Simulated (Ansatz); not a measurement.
# Dielectric response of HfO2 (111) films, part 3 of 4

Wanted: ε of fluorite HfO2 (111) by finite fields on slabs, and the band edges against the vacuum where run.

Ansatz 0.2.0; plane-wave DFT, PBEsol, Ansatz PAW.

So far, gap on the k-mesh (eV): step 2 (relaxing the slab, 6 atoms, units 2) 4.41; step 6 (relaxing in the field, 6 atoms, field 0.05 V/Å) 4.41; step 7 (relaxing in the field, 6 atoms, field -0.05 V/Å) 4.41; step 9 (relaxation, 9 atoms, units 3) 4.10; step 10 (atoms held, 9 atoms, units 3, field 0.1 V/Å) 4.09.

### 11. Single point, 9 atoms, units 3, field -0.1 V/Å

input.yaml

```yaml
crystal:
  lattice:
    - [3.5921024473, -2.9e-09, 0.0]
    - [-1.7960512211, 3.1108519738, 0.0]
    - [0.0, 0.0, 25.3323484187]
  atoms:
    - { symbol: O, position: [0.6666666667, 0.3333333333, 0.3574018093] }
    - { symbol: Hf, position: [0.3333333333, 0.6666666667, 0.3877264627] }
    - { symbol: O, position: [0.0, 0.0, 0.4158164048] }
    - { symbol: O, position: [0.3333333333, 0.6666666667, 0.4714637923] }
    - { symbol: Hf, position: [0.0, 0.0, 0.4999999999] }
    - { symbol: O, position: [0.6666666667, 0.3333333333, 0.5285362078] }
    - { symbol: O, position: [0.0, 0.0, 0.5841835954] }
    - { symbol: Hf, position: [0.6666666667, 0.3333333333, 0.6122735372] }
    - { symbol: O, position: [0.3333333333, 0.6666666667, 0.6425981905] }
kpoints:
  mp_grid: { grid: [12, 12, 1] }
hamiltonian:
  xc: pbesol
scf:
  occupations: { method: fixed }
  convergence: { dr2_threshold: 1.0e-10 }
efield:
  axis: 3
  dipole_correction: true
  ramp_position: 0.9458
  ramp_width: 0.1083
  amplitude: -0.1
output:
  write_potential: true
  write_density: true
  volumetric_format: npy
```

The run is started by

```console
$ ansatz run input.yaml --threads 4 --pin off --max-ram 12288MiB --backend cpu --events-out ev --progress --plain --runs-dir out
```

Numbers of over 12 decimals in the logs are rounded to 6 here.

Output:

```text
[...]
Crystal: 9 atoms, lattice volume = 283.076 Å³
Basis set: ecut = 420 eV, 5449 PW (Γ)
Bands: 69, of which v1, the nominal top of the filled ones, is band 57 counted from 1 (56 counted from 0)
Symmetry: 6 space group operations
k-points: 19 of 144 (time reversal used)
[...]
k-point 0: bands = [... 53 lower, 0.3189, 0.3189, 0.6149, 0.6149, 5.0949, 5.0949, 5.5940, 5.5940, ... 8 higher]
  k-point 1: bands = [... 53 lower, 0.3024, 0.4201, 0.5236, 0.5789, 5.1367, 5.1609, 5.5808, 5.6344, ... 8 higher]
  k-point 2: bands = [... 53 lower, 0.1857, 0.3355, 0.4988, 0.5618, 5.2382, 5.3394, 5.6043, 5.7498, ... 8 higher]
  k-point 18: bands = [... 53 lower, 0.2875, 0.3880, 0.4178, 0.5171, 5.4402, 5.4518, 6.0342, 6.3215, ... 8 higher]
[key lines of the parts left out:]
SCF converged after 15 iterations
Free energy (F): -50173.669822 eV
Fermi energy:    0.958832 eV
Dipole field:    D = -0.029597 V/Å  (p = -0.046300 e·Å, saw-weighted, corrected)
```

Elapsed: 19 s, on 4 threads of Arm Neoverse V1, shared host; peak memory 0.93 GiB; 73 s of CPU time.

The dipole is -0.0463 e·Å, and the gap on the mesh 4.090 eV.

### 12. Response with the atoms held, 9 atoms, units 3

This step: plane-wave DFT, PBEsol, Ansatz PAW; response to a field along the normal, atoms held (Ansatz 0.2.0).

Local field over the applied field, running mean. From the potentials at -0.1 and 0.1 V/Å; running mean over 2.933 Å, taken twice. Local field over applied field against z:

| z (Å) | local field over applied field |
| --- | --- |
| 4.5 | 0.998 |
| 5.0 | 0.993 |
| 5.5 | 0.980 |
| 6.0 | 0.952 |
| 6.5 | 0.903 |
| 7.0 | 0.830 |
| 7.5 | 0.734 |
| 8.0 | 0.621 |
| 8.5 | 0.502 |
| 9.0 | 0.393 |
| 9.5 | 0.304 |
| 10.0 | 0.240 |
| 10.5 | 0.201 |
| 11.0 | 0.182 |
| 11.5 | 0.177 |
| 12.0 | 0.177 |
| 12.5 | 0.178 |
| 13.0 | 0.178 |
| 13.5 | 0.177 |
| 14.0 | 0.177 |
| 14.5 | 0.187 |
| 15.0 | 0.212 |
| 15.5 | 0.259 |
| 16.0 | 0.331 |
| 16.5 | 0.428 |
| 17.0 | 0.542 |
| 17.5 | 0.660 |
| 18.0 | 0.768 |
| 18.5 | 0.857 |
| 19.0 | 0.922 |
| 19.5 | 0.963 |
| 20.0 | 0.986 |
| 20.5 | 0.995 |
| 21.0 | 0.997 |

The induced dipole is that of a conductor 7.50 Å thick.

### 13. Field on, atoms free, 9 atoms, units 3, field 0.05 V/Å

This step: plane-wave DFT, PBEsol, Ansatz PAW (Ansatz 0.2.0).

The same pair of relaxations in the field for this thickness.

input.yaml: that of step 11 with these lines changed.

```diff
@@ -25,5 +25,8 @@
   dipole_correction: true
-  ramp_position: 0.9458
-  ramp_width: 0.1083
-  amplitude: -0.1
+  ramp_position: 0.97
+  ramp_width: 0.06
+  amplitude: 0.05
+relax:
+  f_tol: 0.0006
+  max_steps: 70
 output:
```

Output:

```text
[...]
Crystal: 9 atoms, lattice volume = 283.076 Å³
Basis set: ecut = 420 eV, 5449 PW (Γ), exchange–correlation on 50×50×360 points (8 copies of the dense FFT grid, shifted against one another)
Bands: 69, of which v1, the nominal top of the filled ones, is band 57 counted from 1 (56 counted from 0)
Symmetry: 6 space group operations
k-points: 19 of 144 (time reversal used)
[...]
- { symbol: Hf, position: [0.333333, 0.666667, 0.387763] }
    - { symbol: O, position: [0, 0, 0.415800] }
    - { symbol: O, position: [0.333333, 0.666667, 0.471465] }
    - { symbol: Hf, position: [0, 0, 0.500049] }
    - { symbol: O, position: [0.666667, 0.333333, 0.528541] }
    - { symbol: O, position: [0, 0, 0.584175] }
    - { symbol: Hf, position: [0.666667, 0.333333, 0.612314] }
    - { symbol: O, position: [0.333333, 0.666667, 0.642546] }
[key lines of the parts left out:]
SCF converged after 5 iterations
Free energy (F): -50173.668135 eV
Fermi energy:    0.951285 eV
Dipole field:    D = 0.017702 V/Å  (p = 0.027693 e·Å, saw-weighted, corrected)
```

The job ended after 48 s (4 threads; peak memory 0.84 GiB; 3.1 min of CPU time).

No atom moved by 0.005 Å in the relaxation.

The relaxation took 5 steps and lowered the energy by 1.1e-4 eV; the largest force on the free atoms ends at 1.0e-4 eV/Å.

The dipole is 0.0277 e·Å, and the gap on the mesh 4.098 eV.

### 14. Field on, atoms free, 9 atoms, units 3, field -0.05 V/Å

The opposite sign, again from the field-free geometry; the difference of the two cancels what relaxes without a field.

input.yaml: that of step 13 with these lines changed.

```diff
@@ -27,3 +27,3 @@
   ramp_width: 0.06
-  amplitude: 0.05
+  amplitude: -0.05
 relax:
```

Output:

```text
[...]
Crystal: 9 atoms, lattice volume = 283.076 Å³
Basis set: ecut = 420 eV, 5449 PW (Γ), exchange–correlation on 50×50×360 points (8 copies of the dense FFT grid, shifted against one another)
Bands: 69, of which v1, the nominal top of the filled ones, is band 57 counted from 1 (56 counted from 0)
Symmetry: 6 space group operations
k-points: 19 of 144 (time reversal used)
[...]
- { symbol: Hf, position: [0.333333, 0.666667, 0.387686] }
    - { symbol: O, position: [0, 0, 0.415825] }
    - { symbol: O, position: [0.333333, 0.666667, 0.471459] }
    - { symbol: Hf, position: [0, 0, 0.499951] }
    - { symbol: O, position: [0.666667, 0.333333, 0.528535] }
    - { symbol: O, position: [0, 0, 0.584200] }
    - { symbol: Hf, position: [0.666667, 0.333333, 0.612237] }
    - { symbol: O, position: [0.333333, 0.666667, 0.642653] }
[key lines of the parts left out:]
SCF converged after 5 iterations
Free energy (F): -50173.668135 eV
Fermi energy:    0.951285 eV
Dipole field:    D = -0.017702 V/Å  (p = -0.027693 e·Å, saw-weighted, corrected)
```

The job ended after 48 s (4 threads; peak memory 0.84 GiB).

Hardly anything moved in the relaxation; the energy changed by under 0.2 meV an atom.

The relaxation took 5 steps and lowered the energy by 1.1e-4 eV; the largest force on the free atoms ends at 1.0e-4 eV/Å.

The dipole is -0.0277 e·Å, and the gap on the mesh 4.098 eV.

### 15. Response with the atoms relaxed, 9 atoms, units 3

This step: plane-wave DFT, PBEsol, Ansatz PAW; response to a field along the normal, atoms relaxed (Ansatz 0.2.0).

Local field over the applied field, running mean. From the potentials at -0.05 and 0.05 V/Å; running mean over 2.933 Å, taken twice. Table of local field over applied field by z:

| z (Å) | local field over applied field |
| --- | --- |
| 5 | 0.993 |
| 6 | 0.936 |
| 7 | 0.816 |
| 8 | 0.535 |
| 9 | 0.291 |
| 10 | 0.0736 |
| 11 | 0.0329 |
| 12 | 0.00164 |
| 13 | 0.00539 |
| 14 | 0.0246 |
| 15 | 0.0501 |
| 16 | 0.206 |
| 17 | 0.441 |
| 18 | 0.734 |
| 19 | 0.910 |
| 20 | 0.984 |
| 21 | 0.998 |

The induced dipole is that of a conductor 8.97 Å thick.

### 16. Relaxation, 15 atoms, units 5

This step: plane-wave DFT, PBEsol, Ansatz PAW (Ansatz 0.2.0).

System of this step: HfO2 (111), 5 units. The cell holds 15 atoms: 10 O and 5 Hf. Its edges and angles: a = 3.592 Å, b = 3.592 Å, c = 31.198 Å, α = 90.0°, β = 90.0°, γ = 120.0°. It derives from HfO2 (fluorite HfO2). Vacuum lies along c.

The next thickness, treated alike, so that differences show the interior and the faces cancel.

input.yaml

```yaml
crystal:
  lattice:
    - [3.59210245, 0.0, 0.0]
    - [-1.79605122, 3.11085197, 0.0]
    - [0.0, 0.0, 31.1982271537]
  atoms:
    - { symbol: O, position: [0.66666667, 0.33333333, 0.2884779304] }
    - { symbol: Hf, position: [0.33333333, 0.66666667, 0.3119803825] }
    - { symbol: O, position: [0.0, 0.0, 0.3354828347] }
    - { symbol: O, position: [0.33333333, 0.66666667, 0.3824877391] }
    - { symbol: Hf, position: [0.0, 0.0, 0.4059901913] }
    - { symbol: O, position: [0.66666667, 0.33333333, 0.4294926435] }
    - { symbol: O, position: [0.0, 0.0, 0.4764975478] }
    - { symbol: Hf, position: [0.66666667, 0.33333333, 0.5] }
    - { symbol: O, position: [0.33333333, 0.66666667, 0.5235024522] }
    - { symbol: O, position: [0.66666667, 0.33333333, 0.5705073565] }
    - { symbol: Hf, position: [0.33333333, 0.66666667, 0.5940098087] }
    - { symbol: O, position: [0.0, 0.0, 0.6175122609] }
    - { symbol: O, position: [0.33333333, 0.66666667, 0.6645171653] }
    - { symbol: Hf, position: [0.0, 0.0, 0.6880196175] }
    - { symbol: O, position: [0.66666667, 0.33333333, 0.7115220696] }
kpoints:
  mp_grid: { grid: [12, 12, 1] }
hamiltonian:
  xc: pbesol
scf:
  occupations: { method: fixed }
  convergence: { dr2_threshold: 1.0e-09 }
efield:
  axis: 3
  dipole_correction: true
  ramp_position: 0.97
  ramp_width: 0.06
relax:
  f_tol: 0.003
  max_steps: 100
output:
  eigenvalues: true
  dos: { projected: true, e_range: [-7, 7] }
  write_potential: true
  write_density: true
  volumetric_format: npy
checkpoint:
  write: rel5.run
  compress: false
  write_wavefunctions: false
```

Output:

```text
[...]
Crystal: 15 atoms, lattice volume = 348.625 Å³
Basis set: ecut = 420 eV, 6705 PW (Γ), exchange–correlation on 50×50×432 points (8 copies of the dense FFT grid, shifted against one another)
Bands: 114, of which v1, the nominal top of the filled ones, is band 95 counted from 1 (94 counted from 0)
Symmetry: 6 space group operations
[...]
- { symbol: O, position: [0.333333, 0.666667, 0.522836] }
    - { symbol: O, position: [0.666667, 0.333333, 0.569924] }
    - { symbol: Hf, position: [0.333333, 0.666667, 0.592810] }
    - { symbol: O, position: [0, 0, 0.616005] }
    - { symbol: O, position: [0.333333, 0.666667, 0.660822] }
    - { symbol: Hf, position: [0, 0, 0.683696] }
    - { symbol: O, position: [0.666667, 0.333333, 0.708282] }
[key lines of the parts left out:]
SCF converged after 8 iterations
Free energy (F): -83623.817978 eV
Fermi energy:    3.722954 eV
Dipole field:    D = 0.000000 V/Å  (p = 0.000000 e·Å, saw-weighted, corrected)
Work function:   Φ+ = 6.8148 eV   Φ− = 6.8147 eV
```

It took 3.1 min on 4 threads; peak memory 1.4 GiB; 12 min of CPU time.

Step by step:

| step | energy less that of the first step (eV) | largest force component (eV/Å) |
| --- | --- | --- |
| 1 | 0.0000 | 1.1285 |
| 2 | -0.1023 | 0.3470 |
| 3 | -0.1260 | 0.0782 |
| 4 | -0.1273 | 0.0118 |
| 5 | -0.1273 | 0.0006 |

The run keeps the 6 symmetry operations that it works with, so distortions that break them were not tested.

The atoms that moved most (Å):

| atom | dx | dy | dz | length |
| --- | --- | --- | --- | --- |
| Hf2 | 0.000 | 0.000 | 0.135 | 0.135 |
| Hf14 | 0.000 | 0.000 | -0.135 | 0.135 |
| O13 | 0.000 | 0.000 | -0.115 | 0.115 |
| O3 | 0.000 | 0.000 | 0.115 | 0.115 |
| O1 | 0.000 | 0.000 | 0.101 | 0.101 |
| O15 | 0.000 | 0.000 | -0.101 | 0.101 |
| O12 | 0.000 | 0.000 | -0.047 | 0.047 |
| O4 | 0.000 | 0.000 | 0.047 | 0.047 |

The relaxed structure:

```cif
data_structure
_symmetry_space_group_name_H-M 'P 1'
_symmetry_Int_Tables_number 1
_cell_length_a 3.5921
_cell_length_b 3.5921
_cell_length_c 31.1982
_cell_angle_alpha 90.000
_cell_angle_beta 90.000
_cell_angle_gamma 120.000
_cell_volume 348.62
loop_
_atom_site_label
_atom_site_type_symbol
_atom_site_fract_x
_atom_site_fract_y
_atom_site_fract_z
_atom_site_occupancy
O1 O 0.66667 0.33333 0.29172 1
Hf2 Hf 0.33333 0.66667 0.31630 1
O3 O 0.00000 0.00000 0.33918 1
O4 O 0.33333 0.66667 0.38400 1
Hf5 Hf 0.00000 0.00000 0.40719 1
O6 O 0.66667 0.33333 0.43008 1
O7 O 0.00000 0.00000 0.47716 1
Hf8 Hf 0.66667 0.33333 0.50000 1
O9 O 0.33333 0.66667 0.52284 1
O10 O 0.66667 0.33333 0.56992 1
Hf11 Hf 0.33333 0.66667 0.59281 1
O12 O 0.00000 0.00000 0.61600 1
O13 O 0.33333 0.66667 0.66082 1
Hf14 Hf 0.00000 0.00000 0.68370 1
O15 O 0.66667 0.33333 0.70828 1
```

Running mean over 2.933 Å of the planar mean; the ramp of the sawtooth is left out. Electron's electrostatic potential energy less the highest filled level against z:

| z (Å) | electron's electrostatic potential energy less the highest filled level (eV) |
| --- | --- |
| 3.5 | 6.81 |
| 4.0 | 6.81 |
| 4.5 | 6.81 |
| 5.0 | 6.81 |
| 5.5 | 6.81 |
| 6.0 | 6.80 |
| 6.5 | 6.76 |
| 7.0 | 6.51 |
| 7.5 | 5.30 |
| 8.0 | 2.77 |
| 8.5 | 0.0163 |
| 9.0 | -2.86 |
| 9.5 | -4.92 |
| 10.0 | -5.62 |
| 10.5 | -5.99 |
| 11.0 | -6.24 |
| 11.5 | -6.36 |
| 12.0 | -6.36 |
| 12.5 | -6.12 |
| 13.0 | -6.06 |
| 13.5 | -6.15 |
| 14.0 | -6.17 |
| 14.5 | -6.17 |
| 15.0 | -6.10 |
| 15.5 | -5.99 |
| 16.0 | -6.05 |
| 16.5 | -6.16 |
| 17.0 | -6.17 |
| 17.5 | -6.18 |
| 18.0 | -6.10 |
| 18.5 | -6.05 |
| 19.0 | -6.26 |
| 19.5 | -6.41 |
| 20.0 | -6.27 |
| 20.5 | -6.12 |
| 21.0 | -5.77 |
| 21.5 | -5.32 |
| 22.0 | -3.86 |
| 22.5 | -1.11 |
| 23.0 | 1.65 |
| 23.5 | 4.41 |
| 24.0 | 6.20 |
| 24.5 | 6.70 |
| 25.0 | 6.79 |
| 25.5 | 6.81 |
| 26.0 | 6.81 |
| 26.5 | 6.81 |
| 27.0 | 6.81 |
| 27.5 | 6.81 |
| 28.0 | 6.81 |

The relaxation took 5 steps and lowered the energy by 0.13 eV; the largest force on the free atoms ends at 6.2e-4 eV/Å.

The gap is 3.89 eV, with the valence edge 6.81 eV and the conduction edge 2.93 eV under the upper vacuum level.

### 17. Single point, 15 atoms, units 5, field 0.1 V/Å

input.yaml

```yaml
crystal:
  lattice:
    - [3.5921024473, -2.9e-09, 0.0]
    - [-1.7960512211, 3.1108519738, 0.0]
    - [0.0, 0.0, 31.1982271537]
  atoms:
    - { symbol: O, position: [0.6666666667, 0.3333333333, 0.2917176991] }
    - { symbol: Hf, position: [0.3333333333, 0.6666666667, 0.3163039439] }
    - { symbol: O, position: [0.0, 0.0, 0.3391781166] }
    - { symbol: O, position: [0.3333333333, 0.6666666667, 0.3839953978] }
    - { symbol: Hf, position: [0.0, 0.0, 0.407189966] }
    - { symbol: O, position: [0.6666666667, 0.3333333333, 0.4300761409] }
    - { symbol: O, position: [0.0, 0.0, 0.4771644141] }
    - { symbol: Hf, position: [0.6666666667, 0.3333333333, 0.5000000003] }
    - { symbol: O, position: [0.3333333333, 0.6666666667, 0.5228355859] }
    - { symbol: O, position: [0.6666666667, 0.3333333333, 0.5699238589] }
    - { symbol: Hf, position: [0.3333333333, 0.6666666667, 0.5928100344] }
    - { symbol: O, position: [0.0, 0.0, 0.6160046017] }
    - { symbol: O, position: [0.3333333333, 0.6666666667, 0.6608218832] }
    - { symbol: Hf, position: [0.0, 0.0, 0.6836960562] }
    - { symbol: O, position: [0.6666666667, 0.3333333333, 0.7082823009] }
kpoints:
  mp_grid: { grid: [12, 12, 1] }
hamiltonian:
  xc: pbesol
scf:
  occupations: { method: fixed }
  convergence: { dr2_threshold: 1.0e-10 }
efield:
  axis: 3
  dipole_correction: true
  ramp_position: 0.9545
  ramp_width: 0.0909
  amplitude: 0.1
output:
  write_potential: true
  write_density: true
  volumetric_format: npy
```

Output:

```text
[...]
Crystal: 15 atoms, lattice volume = 348.625 Å³
Basis set: ecut = 420 eV, 6705 PW (Γ)
Bands: 114, of which v1, the nominal top of the filled ones, is band 95 counted from 1 (94 counted from 0)
Symmetry: 6 space group operations
k-points: 19 of 144 (time reversal used)
[...]
k-point 0: bands = [... 91 lower, 3.1787, 3.1787, 3.3841, 3.3841, 7.7113, 7.7113, 8.0632, 8.0632, ... 15 higher]
  k-point 1: bands = [... 91 lower, 3.1618, 3.1622, 3.3641, 3.3670, 7.7795, 7.7939, 8.0758, 8.1144, ... 15 higher]
  k-point 2: bands = [... 91 lower, 3.0979, 3.1783, 3.2964, 3.3350, 7.9646, 7.9950, 8.1159, 8.2476, ... 15 higher]
  k-point 18: bands = [... 91 lower, 3.0851, 3.1694, 3.2177, 3.3698, 8.0491, 8.1167, 8.2416, 8.4949, ... 15 higher]
[key lines of the parts left out:]
SCF converged after 16 iterations
Free energy (F): -83623.821742 eV
Fermi energy:    3.760623 eV
Dipole field:    D = 0.039112 V/Å  (p = 0.075355 e·Å, saw-weighted, corrected)
```

Wall time 53 s (4 threads); peak memory 1.5 GiB.

The dipole is 0.0754 e·Å, and the gap on the mesh 3.846 eV.

### 18. Atoms held, 15 atoms, units 5, field -0.1 V/Å

input.yaml: that of step 17 with these lines changed.

```diff
@@ -33,3 +33,3 @@
   ramp_width: 0.0909
-  amplitude: 0.1
+  amplitude: -0.1
 output:
```

Output:

```text
[...]
Crystal: 15 atoms, lattice volume = 348.625 Å³
Basis set: ecut = 420 eV, 6705 PW (Γ)
Bands: 114, of which v1, the nominal top of the filled ones, is band 95 counted from 1 (94 counted from 0)
Symmetry: 6 space group operations
k-points: 19 of 144 (time reversal used)
[...]
k-point 0: bands = [... 91 lower, 3.1785, 3.1785, 3.3839, 3.3839, 7.7111, 7.7111, 8.0630, 8.0630, ... 15 higher]
  k-point 1: bands = [... 91 lower, 3.1616, 3.1620, 3.3639, 3.3668, 7.7793, 7.7937, 8.0756, 8.1142, ... 15 higher]
  k-point 2: bands = [... 91 lower, 3.0977, 3.1781, 3.2963, 3.3348, 7.9644, 7.9948, 8.1157, 8.2474, ... 15 higher]
  k-point 18: bands = [... 91 lower, 3.0849, 3.1692, 3.2175, 3.3696, 8.0489, 8.1165, 8.2414, 8.4947, ... 15 higher]
[key lines of the parts left out:]
SCF converged after 16 iterations
Free energy (F): -83623.821742 eV
Fermi energy:    3.760435 eV
Dipole field:    D = -0.039112 V/Å  (p = -0.075354 e·Å, saw-weighted, corrected)
```

It took 53 s on 4 threads; peak memory 1.5 GiB; 3.5 min of CPU time.

The dipole is -0.0754 e·Å, and the gap on the mesh 3.846 eV.

### 19. Response with the atoms held, 15 atoms, units 5

This step: plane-wave DFT, PBEsol, Ansatz PAW; response to a field along the normal, atoms held (Ansatz 0.2.0).

Local field over the applied field, running mean. From the potentials at -0.1 and 0.1 V/Å; running mean over 2.933 Å, taken twice. Table of local field over applied field by z:

z (Å), local field over applied field and a bar from the least value:
```
      4.5      0.998 ##############################
      5.0      0.993 ##############################
      5.5      0.982 #############################
      6.0      0.955 ############################
      6.5      0.909 ###########################
      7.0      0.838 ########################
      7.5      0.744 #####################
      8.0      0.632 #################
      8.5      0.513 ############
      9.0      0.402 ########
      9.5      0.311 #####
     10.0      0.244 ###
     10.5      0.202 #
     11.0      0.181 
     11.5      0.176 
     12.0      0.177 
     12.5      0.180 
     13.0      0.183 
     13.5      0.185 
     14.0      0.186 
     14.5      0.187 
     15.0      0.187 
     15.5      0.187 
     16.0      0.187 
     16.5      0.187 
     17.0      0.187 
     17.5      0.186 
     18.0      0.184 
     18.5      0.181 
     19.0      0.178 
     19.5      0.176 
     20.0      0.178 
     20.5      0.192 #
     21.0      0.225 ##
     21.5      0.281 ####
     22.0      0.363 #######
     22.5      0.468 ###########
     23.0      0.585 ###############
     23.5      0.701 ###################
     24.0      0.803 #######################
     24.5      0.883 ##########################
     25.0      0.940 ############################
     25.5      0.973 #############################
     26.0      0.990 ##############################
     26.5      0.997 ##############################
     27.0      0.987 ##############################
```

The induced dipole is that of a conductor 12.20 Å thick.

(Continued in part 4 of 4.)

[Logs are printed without paths, hosts, clocks, repeated set-up lines and the standing remarks that a program may print on its own settings, such as how far it seeks lower states.]

[Hosts, paths, dates, database ids (printed as entryN), source tags and the programs' standing remarks are cut or masked in the printed files.]

[Maps of the electrostatic potential energy from Ansatz leave out the sawtooth potential of an applied field or a dipole correction, so their vacuum need not be flat; planar profiles and work functions include it.]
